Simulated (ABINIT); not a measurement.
# Au2S (Pn-3m): G0W0 on several meshes in ABINIT, part 2 of 2

How does the mesh move the gap of Au2S (Pn-3m)?

ABINIT 10.8.3; LDA and many-body steps on it, plane waves. Known limits of the many-body steps: not at the basis limit; d shell near the gap, gap tends to lie low; no spin-orbit coupling; coarse k mesh.

So far. Step 4 (2×2×2): The gap on the mesh goes from 1.99 eV to 2.52 eV, a correction of +0.53 eV. Step 5 (Empty states on the mesh, 4×4×4 mesh, 244 bands): On this mesh the gap is 1.989 eV.

## 7. 4×4×4

This step: G0W0 on LDA, plane waves, norm-conserving pseudopotentials.

File run.abi:

```
acell 3*1.0 Angstrom
rprim 
  5.273982180000 0.000000000000 0.000000000000
  0.000000000000 5.273982180000 0.000000000000
  0.000000000000 0.000000000000 5.273982180000
ntypat 2
znucl 16 79
natom 6
typat 1 1 2 2 2 2
xred 
  -0.000000000000 0.000000000000 -0.000000000000
  0.500000000000 0.500000000000 0.500000000000
  0.250000000000 0.250000000000 0.750000000000
  0.750000000000 0.250000000000 0.250000000000
  0.250000000000 0.750000000000 0.250000000000
  0.750000000000 0.750000000000 0.750000000000
pp_dirpath "pseudos"
pseudos "S.upf, Au.upf"
ecut 28
ngkpt 4 4 4
nshiftk 1
shiftk 0 0 0
kptopt 1
chksymbreak 0
istwfk *1
occopt 1
irdwfk 1
optdriver 4
nband 222
gwcalctyp 0
ecutsigx 28
symsigma 1
nkptgw 1
kptgw 
  0.0000000000 0.0000000000 0.0000000000
bdgw 
  42 46
ecuteps 5.2
irdscr 1
ppmodel 1
indata_prefix "in"
outdata_prefix "out"
tmpdata_prefix "tmp"
```

On the command line:

```bash
> OMP_NUM_THREADS=1 mpirun -n 8 abinit run.abi > log
```

Numbers of over 12 decimals in the logs are rounded to 6 here.

Output:

```text
.Version 10.8.3 of ABINIT. v10.8.2 released Aug 2026.

 Symmetries : space group Pn -3 m (#224); Bravais cP (primitive cubic)
[... echo of the input left out ...]
== DATASET  1 ==================================================================
-   mpi_nproc: 8, omp_nthreads: 1 (-1 if OMP is not activated)

--- !DatasetInfo
iteration_state: {dtset: 1, }
dimensions: {natom: 6, nkpt: 10, mband: 222, nsppol: 1, nspinor: 1, nspden: 1, mpw: 7088, }
cutoff_energies: {ecut:  28.0, pawecutdg:  -1.0, }
electrons: {nelect:   8.80000000E+01, charge:   0.00000000E+00, occopt:   1.00000000E+00, tsmear:   1.00000000E-02, }

 SIGMA: Calculation of the GW corrections

 Based on a program developped by R.W. Godby, V. Olevano, G. Onida, and L. Reining.
 Incorporated in ABINIT by V. Olevano, G.-M. Rignanese, and M. Torrent.
.Using double precision arithmetic ; gwpc =  8

[... cell and pseudopotentials left out ...]
--------------------------------------------------------------------------------

 ==== K-mesh for the wavefunctions ====
 Number of points in the irreducible wedge :    10
[... list of points left out ...]
 Together with 48 symmetry operations and time-reversal symmetry
 yields    64 points in the full Brillouin Zone.

 ==== Q-mesh for screening function ====
 Number of points in the irreducible wedge :    10
[... list of points left out ...]
 Together with 48 symmetry operations and time-reversal symmetry
 yields    64 points in the full Brillouin Zone.

 vcoul_init : cutoff-mode = AUXILIARY_FUNCTION
 q-points for optical limit:   1
     1)      0.000010    0.000020    0.000030
 setmesh: FFT mesh size selected  =    48x   48x   48
          total number of points  =       110592

 Number of electrons calculated from density =   88.0000; Expected =   88.0000
[...]
number of q-points in IBZ                          10
 number of symmetry operations                      48
 number of k-points in BZ                           64
 number of q-points in BZ                           64
 number of frequencies for dSigma/dE                 9
 frequency step for dSigma/dE [eV]                0.25
 number of omega for Sigma on real axis              0
 max omega for Sigma on real axis  [eV]           0.00
 zcut for avoiding poles [eV]                     0.10

 EPSILON^-1 parameters (SCR file):
 dimension of the eps^-1 matrix on file            587
 dimension of the eps^-1 matrix used               587
 number of plane-waves for wavefunctions          6979
 number of bands                                   222
 number of q-points in IBZ                          10
 number of frequencies                               2
 number of real frequencies                          1
 number of imag frequencies                          1

 matrix elements of self-energy operator (all in [eV])

 Perturbative Calculation

--- !SelfEnergy_ee
iteration_state: {dtset: 1, }
kpoint     : [   0.000,    0.000,    0.000, ]
spin       : 1
KS_gap     :    1.989
QP_gap     :    2.593
Delta_QP_KS:    0.604
data: !SigmaeeData |
     Band     E0 <VxcDFT>   SigX SigC(E0)      Z dSigC/dE  Sig(E)    E-E0       E
       42   4.579 -18.161 -21.117   2.667   0.805  -0.243 -18.393  -0.232   4.347
       43   4.579 -18.161 -21.117   2.667   0.805  -0.243 -18.393  -0.232   4.347
       44   4.579 -18.161 -21.117   2.667   0.805  -0.243 -18.393  -0.232   4.347
       45   6.568  -9.320  -5.984  -2.891   0.834  -0.200  -8.948   0.372   6.940
       46   6.568  -9.320  -5.984  -2.891   0.834  -0.200  -8.948   0.372   6.940

== END DATASET(S) ==============================================================
================================================================================

 -outvars: echo values of variables after computation  --------
           etotal      0.0000000000E+00
            nband         222
             nkpt          10
          spgroup         224
 [... the other variables as echoed above ...]

 Calculation completed.
```

Run time: 57 s. Hardware: 8 MPI ranks of Arm Neoverse N1, shared host; peak memory 4.4 GiB.

This step gave:

| Item | Value |
| --- | --- |
| G0W0 gap on the points computed | 2.593 eV |
| starting gap on the mesh | 1.989 eV |
| k of the valence top | 0, 0, 0 |
| k of the conduction bottom | 0, 0, 0 |
| Z at the valence top | 0.805 |
| Z at the conduction bottom | 0.834 |
| least direct G0W0 gap on the computed points | 2.593 eV |

Against G0W0 in ABINIT (2×2×2 mesh, 222 bands, screening to 141.5 eV, Godby-Needs plasmon pole), the gap moves by +0.077 eV.

## 8. Side by side

Times are wall times on 8 MPI ranks of Arm Neoverse N1, shared host, good to a factor of about two. A run's time includes the screening step that it read.

| run | mesh | bands | screening cutoff (eV) | DFT gap (eV) | gap on the mesh (eV) | direct (eV) | ε∞ used | time |
| --- | --- | --- | --- | --- | --- | --- | --- | --- |
| 2×2×2 | 2×2×2 | 222 | 141.5 | 1.989 | 2.516 | 2.516 | 10.90 | 2.9 min |
| 4×4×4 | 4×4×4 | 222 | 141.5 | 1.989 | 2.593 | 2.593 | 7.67 | 28 min |

## 9. Results

| Quantity | Value |
| --- | --- |
| 2×2×2 | 2.516 eV |
| 4×4×4 | 2.593 eV |
| known limits | not at the basis limit; d shell near the gap, gap tends to lie low; no spin-orbit coupling; coarse k mesh |

**Reading.** 4×4×4: +0.077 eV against 2×2×2. Bands and cutoff are finite, so the gap is not at the basis limit. The miss can reach some tenths of an eV and take either sign; the mesh is an error of its own. In the first G0W0 run levels were corrected at 1 k point alone, so a gap called «on the mesh» is the least over those, and an edge elsewhere would be missed. The 2×2×2 mesh is coarse for this cell, which bears on the long-range parts of exchange and screening. A d shell, filled or nearly so, lies near the gap. One-shot GW converges very slowly in bands there, not always from below, and on a semilocal start the gap tends to come out low; starts rich in exact exchange can overshoot instead. The many-body steps are scalar-relativistic: spin-orbit coupling is not in them.

[Paths, hosts, dates, memory and timing lines, banners, echoed tables and standing remarks are left out of the program output.]

[Logs are printed without paths, hosts, clocks, repeated set-up lines and the standing remarks that a program may print on its own settings, such as how far it seeks lower states.]

[Runs of the session that timed out or met a known fault of the program may be left out.]

[No measured gap is set beside runs whose start may be inverted or whose files or cutoffs have a known fault.]

[Hosts, paths, dates, database ids (printed as entryN), source tags and the programs' standing remarks are cut or masked in the printed files.]

[G0W0 gaps are taken among the corrected bands and points alone; a level outside them can change the order at an edge.]

[Where Ansatz stands beside ABINIT at settings called matched, ABINIT's density can come from a denser mesh and the files from another edition; pairs whose starting gaps differed by over 0.03 eV were left out, so agreement reads better than it is.]
